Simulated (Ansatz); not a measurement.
# Debugging a many-body input for CuBiSeO (P4/nmm)

Aim: the G0W0 gap of CuBiSeO (P4/nmm). The first input has a fault.

Calculated with Ansatz 0.2.0; G0W0 on r2SCAN, plane waves, PAW; PAW set soft_1.

In doubt: one-shot GW on d or f shells is unsure, so the values of those runs are not to be relied on.

**1. The structure**

The structure is tetragonal, space group P4/nmm (No. 129). Conventional cell: a = 3.922 Å, b = 3.922 Å, c = 8.913 Å, α = 90.00°, β = 90.00°, γ = 90.00°. Nearest to Cu lie 4 Se at 2.50 Å and 4 Cu at 2.77 Å. Bi has 4 O at 2.32 Å and 4 Se at 3.24 Å nearest. Se has 4 Cu at 2.50 Å and 4 Bi at 3.24 Å nearest. O has 4 Bi at 2.32 Å nearest. Farther neighbours and most contacts between anions are not listed.

Geometry: measured lattice cell, ions relaxed with r2SCAN; the structure entry is the Materials Project's. The runs that relaxed it are not among those shown. Spin-orbit coupling is left out unless a step names it.

**2. First try**

The input, input.yaml:

```yaml
crystal:
  lattice:
    - [3.9221, 0.0, 0.0]
    - [0.0, 3.9221, 0.0]
    - [0.0, 0.0, 8.9133]
  atoms:
    - { symbol: Cu, position: [0.0, 0.0, 0.5] }
    - { symbol: Cu, position: [0.5, 0.5, 0.5] }
    - { symbol: Bi, position: [0.0, 0.5, 0.8600640231] }
    - { symbol: Bi, position: [0.5, 0.0, 0.1399359769] }
    - { symbol: Se, position: [0.5, 0.0, 0.6731283809] }
    - { symbol: Se, position: [0.0, 0.5, 0.3268716191] }
    - { symbol: O, position: [0.5, 0.5, 0.0] }
    - { symbol: O, position: [0.0, 0.0, 0.0] }
kpoints:
  mp_grid: { grid: [4, 4, 2] }
hamiltonian:
  xc: r2scan
  pseudopotentials: { kind: paw, azcp: { folder: soft_1 } }
scf:
  occupations: { method: fixed }
gw:
  n_empty_bands: 222
  ecut_chi: 10
  qp_bands: [v2, c2]
  qp_kpoints: band_edges
  screening: { model: contour_deformation }
```

The run is started by

```
$ ansatz run input.yaml --threads 3 --pin off --max-ram 92160MiB --backend cuda --events-out ev --progress --plain --runs-dir out --devices 1 --max-vram 13GiB
```

Numbers of over 12 decimals in the logs are rounded to 6 here.

The log of the run:

```text
GPUs: using 1 of 1 available (devices: 1).
Engine: ansatz 0.2.0, x86_64-unknown-linux-gnu
Pseudopotentials: kind: paw
Pseudopotential: Cu, paw, valence charge 19, recommended cutoff 500 eV (meta_gga), soft_1/Cu.paw.azcp
Pseudopotential: Bi, paw, valence charge 15, recommended cutoff 500 eV (meta_gga), soft_1/Bi.paw.azcp
Pseudopotential: Se, paw, valence charge 16, recommended cutoff 500 eV (meta_gga), soft_1/Se.paw.azcp
Pseudopotential: O, paw, valence charge 6, recommended cutoff 500 eV (meta_gga), soft_1/O.paw.azcp
Functional definition: r2SCAN
  parameter k0 = 0.174
  parameter k1 = 0.065
  parameter a1 = 4.9479
  exchange = r2scan_x(k0 = k0, k1 = k1, a1 = a1)
  correlation = r2scan_c
device memory: the entry about to start is reckoned to put 3.2 GiB on a device that reports 61.4 GiB free (of which the cap on the GPU budget leaves the run 13.0 GiB)
GPU FFT provider: cuFFT
GPU libraries: cuBLAS 13.8.2, cuFFT 12.4.0, cuSOLVER 12.3.4
Crystal: 8 atoms, lattice volume = 137.112 Å³
Basis set: ecut = 500 eV, 3465 PW (Γ), exchange–correlation on 120×120×288 points (64 copies of the dense FFT grid, shifted against one another)
Bands: 68, of which v1, the nominal top of the filled ones, is band 56 counted from 1 (55 counted from 0)
Symmetry: 16 space group operations
Space group: P4/nmm (ITA 129), of the structure as read, at distance tolerance 5.2e-5 Å
k-points: 12 of 32
Non-local potential: Cu, projectors of the file, l = 0: 3, l = 1: 2, l = 2: 3, l = 3: 1
Non-local potential: Bi, projectors of the file, l = 0: 2, l = 1: 2, l = 2: 2, l = 3: 1
Non-local potential: Se, projectors of the file, l = 0: 2, l = 1: 2, l = 2: 3, l = 3: 1
Non-local potential: O, projectors of the file, l = 0: 2, l = 1: 2, l = 2: 1
PAW form: soft (Blöchl's): semilocal exchange-correlation on the pseudo side does not see the compensation charge
PAW frozen core: Cu, regenerated for the run's functional (the file was generated under x = pbe(κ = 0.804, μ = 0.219515), c = pbe(β = 0.066725))
PAW frozen core: Bi, regenerated for the run's functional (the file was generated under x = pbe(κ = 0.804, μ = 0.219515), c = pbe(β = 0.066725))
PAW frozen core: Se, regenerated for the run's functional (the file was generated under x = pbe(κ = 0.804, μ = 0.219515), c = pbe(β = 0.066725))
PAW frozen core: O, regenerated for the run's functional (the file was generated under x = pbe(κ = 0.804, μ = 0.219515), c = pbe(β = 0.066725))
PAW one-centre angular grid: Cu, 590 points (default); XC on 160 Gauss nodes
PAW one-centre angular grid: Bi, 590 points (default); XC on 160 Gauss nodes
PAW one-centre angular grid: Se, 590 points (default); XC on 160 Gauss nodes
PAW one-centre angular grid: O, 302 points (default); XC on 160 Gauss nodes
Initial density: superposition of atomic densities (chi_scale 0.1, normalization cell, long waves 63 % of neutral atoms (reshape's long-wave potential 1.63 eV rms, cloud 2.68 Å wide))
Initial wavefunctions: pseudopotential atomic-orbital guess
GPU buffer pool allocated for 64800 grid points (all kernels)
GPU transforms: local potential and band sums: pruned to the plane-wave sphere, on 30×30×72
Functional: x = r2scan, c = r2scan; τ floored in thin density (d = 2e-4 eV/Å³)
SCF iter   1: F=—  HF=-50190.386237 eV  |F-HF|=—  |Δ(HF+E_count)|=         —  Δρ=1.01e-1  dr2=4.84e1  dr2_τ=1.03e-1  ethr=3.10e-3  ⟨swp⟩=4.8  Hψ=2478  notcnv=0  defer=115
preconditioner: auto → Resta (q_TF=auto, 2.638 Å⁻¹)  ε∞=4.1  [insulator: Δε(μ)=0.155 eV  Ē_g=15.585 eV  n_scr=38 (ndim 8)  ℏωp=27.6 eV  f_vac=0.000  ε∞_Penn≈4.1]
SCF iter   2: F=—  HF=-50184.179975 eV  |F-HF|=—  |Δ(HF+E_count)|=    6.21e0  Δρ=8.52e-2  dr2=6.44e0  dr2_τ=5.87e-1  ethr=3.10e-3  ⟨swp⟩=3.2  Hψ=1769  notcnv=0  defer=112
SCF iter   3: F=—  HF=-50183.365806 eV  |F-HF|=—  |Δ(HF+E_count)|=   8.14e-1  Δρ=3.27e-2  dr2=2.62e0  dr2_τ=4.19e-2  ethr=3.10e-3  ⟨swp⟩=2.0  Hψ=1684  notcnv=0  defer=83
[...]
NSCF: frozen V_eff on 12 k-points
G₀W₀ screening: q 1/12
[... further progress lines ...]
SCF converged after 12 iterations
Free energy (F): -50183.140519 eV
Harris-Foulkes:  -50183.140519 eV  (|F-HF|=4.71e-8)
Internal energy: -50183.140519 eV  (E = F + TS)
E sigma→0 (E₀):  -50183.140519 eV
Fermi energy:    12.197941 eV
--- Per-component energies (eV) ---
  E_band       = -1734.893246
  E_kinetic    = 1583.493012
  E_local      = -20709.070809  (includes V_loc(G=0)·N_el)
  E_nonlocal   = 2032.591387
  E_hartree    = 9427.975844
  E_xc         = -713.494855
  E_vxc        = -866.109262  (∫ρ·V_xc dr)
  E_paw        = -29660.419201  (= ΣΔE_a)
  E_vpaw       = -2683.372604  (= ΣTr[D̂ρ^β])
  E_aug_tail   = 0.001685  (compensation charges beyond the density's cutoff)
  E_vtau       = 51.619234  (kinetic-family band-sum trace: ∫τ·v_τ [+ j·A + Jᵃ·Aᵃ] dr)
  E_ewald      = -12141.772690
  E_core_change = -2.444892  (= ΣΔE_core)
  E_smearing   = -0.000000  (= −TS)
  E_closure    = 0.000000  (closes the sum)
  Σ components = -50183.140519   (vs F -50183.140519, Δ=0.00e0)
--- Band table (eV; the first three rows and the last of 12) ---
  k-point 0: bands = [... 52 lower, 11.0543, 11.4380, 11.8481, 11.8481, 12.8093, 13.4583, 15.7414, 15.7414, ... 8 higher]
  k-point 1: bands = [... 52 lower, 11.0543, 11.4433, 12.1668, 12.1668, 12.7858, 12.9063, 14.9596, 14.9596, ... 8 higher]
  k-point 2: bands = [... 52 lower, 11.3722, 11.5982, 11.8531, 12.0166, 14.0265, 14.4486, 14.5919, 15.3284, ... 8 higher]
  k-point 11: bands = [... 52 lower, 10.4788, 10.4788, 11.2170, 11.2170, 14.1837, 14.1837, 15.0523, 15.0523, ... 8 higher]
--- G₀W₀: contour deformation, 8 samples at zero and on the imaginary axis and 1 off it, 32 q-points, 222 empty bands' worth ---
  eigenvalues of the whole cell's RPA ε∞ on this k-mesh (on a slab, of 1 + 4πα/V) = 12.1140, 20.8459, 20.8459; static W/v taken at q = 0 is 0.054430
  bands read: the sum over 278 bands ends inside a degenerate multiplet in 1 slot, whose members it reads at an even weight; the widest, k=1: bands 278 to 279 (counted from 1) at 1/2 each
  gw.qp_kpoints: band_edges: 12 of 12 stored k-points solved, in 2 passes; an edge of the gap read off the rows below is read off those points alone
  `?` marks the rows in doubt; gw_qp.tsv's column doubts and the gw_qp event give each row's grounds
    ik  band        ε_KS         Σx   Σc(E_QP)       V_xc       Z   E_QP_lin       E_QP  E_QP is
     0    55     11.8481   -30.9947     3.3795   -26.4093  0.7691    10.6650    10.6422  root
     0    56     11.8481   -30.9947     3.3795   -26.4093  0.7691    10.6650    10.6422  root
     0    57     12.8093   -11.4220    -3.0226   -14.9672  0.8017    13.3812    13.3320  root ?
     0    58     13.4583   -10.7809    -2.9917   -14.4525  0.7979    14.0664    14.1382  root
     1    55     12.1668   -31.8015     3.4141   -27.1929  0.7741    11.0033    10.9723  root
     1    56     12.1668   -31.8015     3.4141   -27.1929  0.7741    11.0033    10.9723  root
     1    57     12.7858    -9.6906    -3.0929   -13.5600  0.8030    13.5023    13.5623  root
     1    58     12.9063   -15.8924    -2.5100   -18.5212  0.7975    13.0259    13.0251  root
     2    55     11.8531   -32.6106     3.4924   -27.8141  0.7700    10.5730    10.5490  root
     2    56     12.0166   -31.3799     3.4098   -26.7757  0.7720    10.8493    10.8222  root
     2    57     14.0265   -11.7236    -3.0419   -15.5210  0.7957    14.7212    14.7820  root
     2    58     14.4486   -10.9181    -3.3269   -15.0559  0.7912    15.2049    15.2596  root
     3    55     11.6777   -32.3676     3.5134   -27.5237  0.7665    10.3657    10.3472  root
     3    56     12.1979   -31.7779     3.4370   -27.1677  0.7747    11.0572    11.0248  root
     3    57     14.2009   -10.9376    -3.1992   -14.8980  0.7930    14.9021    14.9621  root
     3    58     14.3928   -13.5077    -3.1842   -17.1842  0.7897    14.9211    14.8851  root ?
[...]
7    57     13.7689   -12.0063    -2.8898   -15.3952  0.7989    14.3068    14.2680  root ?
[...]
8    57     14.4646   -13.6671    -2.9304   -17.0813  0.7908    14.9821    14.9484  root ?
     8    58     14.4646   -13.6671    -2.9304   -17.0813  0.7908    14.9821    14.9484  root ?
[...]
10    58     13.1656   -14.7349    -2.5431   -17.5710  0.7980    13.4650    13.4586  root
    11    55     11.2170   -44.8043     5.4446   -36.8234  0.7398     8.6385     8.6807  root
    11    56     11.2170   -44.8043     5.4446   -36.8234  0.7398     8.6385     8.6807  root
    11    57     14.1837   -11.4144    -2.9804   -15.1379  0.7934    14.8655    14.9268  root
    11    58     14.1837   -11.4144    -2.9804   -15.1379  0.7934    14.8655    14.9268  root
```

It took 22 s on 1 × NVIDIA H100 80GB HBM3 (shared by 6 runs) with 3 threads of AMD EPYC 7R13 (Zen 3), shared host; peak memory 1.6 GiB; 17 s of CPU time.

Q: What is the fault?

The run ended normally, though the input holds a fault or crude settings.

The fault: screening cutoff of 10 eV. Nearly all local fields and short-range correlation are left out.

It printed a gap of 2.00 eV, which is an artefact of the settings.

**3. A better input**

Now the one-shot GW correction: screening in the RPA, then the self-energy of the levels asked for. This step takes PAW set soft_1 files.

input.yaml, as its differences from that of step 2:

```diff
@@ -22,4 +22,4 @@
 gw:
-  n_empty_bands: 222
-  ecut_chi: 10
+  n_empty_bands: 409
+  ecut_chi: 120
   qp_bands: [v2, c2]
```

The log of the run:

```text
GPUs: using 1 of 1 available (devices: 1).
[...]
GPU FFT provider: cuFFT
GPU libraries: cuBLAS 13.8.2, cuFFT 12.4.0, cuSOLVER 12.3.4
Crystal: 8 atoms, lattice volume = 137.112 Å³
Basis set: ecut = 500 eV, 3465 PW (Γ), exchange–correlation on 120×120×288 points (64 copies of the dense FFT grid, shifted against one another)
Bands: 68, of which v1, the nominal top of the filled ones, is band 56 counted from 1 (55 counted from 0)
[... 1 set-up line as in the run before ...]
[...]
k-points: 12 of 32
[...]
GPU buffer pool allocated for 64800 grid points (all kernels)
[...]
SCF iter   1: F=—  HF=-50190.386237 eV  |F-HF|=—  |Δ(HF+E_count)|=         —  Δρ=1.01e-1  dr2=4.84e1  dr2_τ=1.03e-1  ethr=3.10e-3  ⟨swp⟩=4.8  Hψ=2478  notcnv=0  defer=115
[...]
0    55     11.8481   -30.9947     4.5853   -26.4093  0.6941    11.8481    11.8480  root
     0    56     11.8481   -30.9947     4.5853   -26.4093  0.6941    11.8481    11.8480  root
     0    57     12.8093   -11.4220    -3.4502   -14.9672  0.7698    12.9048    12.9043  root
     0    58     13.4583   -10.7809    -3.5905   -14.4525  0.7656    13.5398    13.5394  root
     1    55     12.1668   -31.8015     4.6332   -27.1929  0.6986    12.1913    12.1914  root
     1    56     12.1668   -31.8015     4.6332   -27.1929  0.6986    12.1913    12.1914  root
     1    57     12.7858    -9.6906    -3.8209   -13.5600  0.7757    12.8344    12.8343  root
     1    58     12.9063   -15.8924    -2.4757   -18.5212  0.7547    13.0608    13.0595  root
[...]
10    55     11.0444   -43.6149     8.0010   -35.7419  0.6323    11.1712    11.1724  root
    10    56     11.0444   -43.6149     8.0010   -35.7419  0.6323    11.1712    11.1724  root
    10    57     13.1656   -14.7349    -2.6814   -17.5710  0.7565    13.3217    13.3204  root
    10    58     13.1656   -14.7349    -2.6814   -17.5710  0.7565    13.3217    13.3204  root
[key lines of the parts left out:]
SCF converged after 12 iterations
Free energy (F): -50183.140519 eV
Fermi energy:    12.197941 eV
```

Run time: 78 s. Hardware: 1 × NVIDIA H100 80GB HBM3 (shared by 6 runs) with 3 threads; peak memory 2 GiB.

This step gave:

```
bands summed                                 : 465
RPA ε∞ on this mesh (eigenvalues)            : 11.39, 19.86, 19.86
plane waves in the screening matrix          : 419
q-points in the mesh                         : 32
G0W0 gap on the mesh                         : 0.6177 eV
k of the valence top                         : 0, 0.25, -0.5
k of the conduction bottom                   : 0, 0, -0.5
starting gap on the mesh                     : 0.5878 eV
Z at the valence top                         : 0.6996
Z at the conduction bottom                   : 0.7757
least direct G0W0 gap on the computed points : 0.6429 eV
```

The gap on the mesh goes from 0.59 eV to 0.62 eV, a correction of +0.03 eV. Between the two edge states, bare exchange in place of the xc potential would open the gap by 8.48 eV, and correlation takes back 8.45 eV.

**4. Results**

```json
{
  "first try": "converged after 22 s",
  "better run": "G0W0 gap on the mesh 0.62 eV (4×4×2 mesh, 409 empty bands, screening to 120 eV, PAW set soft_1 files)"
}
```

In words: The second run differs in: empty bands and screening cutoff (eV). Bands and cutoff are finite, so the gap is not at the basis limit. The miss can reach some tenths of an eV and take either sign; the mesh is an error of its own. The 4×4×2 mesh is coarse for this cell (its supercell is 16 Å along the shortest edge). The RPA ε∞ on it, from the r2SCAN start, is 11.39 and 19.86; such meshes misread the long-range screening, most where the gap is narrow. Where an edge is built on 6p states of lead, bismuth or thallium, scalar-relativistic gaps usually stand too wide, by a few tenths to over one eV. With atoms this heavy and so narrow a gap, spin-orbit coupling can invert the bands. These scalar-relativistic gaps are then model values, not to be set against experiment, and a spin-orbit change taken from DFT can't simply be added. A d shell, filled or nearly so, lies near the gap. One-shot GW converges very slowly in bands there, not always from below, and on a semilocal start the gap tends to come out low; starts rich in exact exchange can overshoot instead.

[Paths, hosts, dates, memory and timing lines, banners, echoed tables and standing remarks are left out of the program output.]

[Logs are printed without paths, hosts, clocks, repeated set-up lines and the standing remarks that a program may print on its own settings, such as how far it seeks lower states.]

[Runs of the session that timed out or met a known fault of the program may be left out.]

[Cells called generated may have been cut or substituted from an entry of the Crystallography Open Database or the Materials Project.]

[Hosts, paths, dates, database ids (printed as entryN), source tags and the programs' standing remarks are cut or masked in the printed files.]
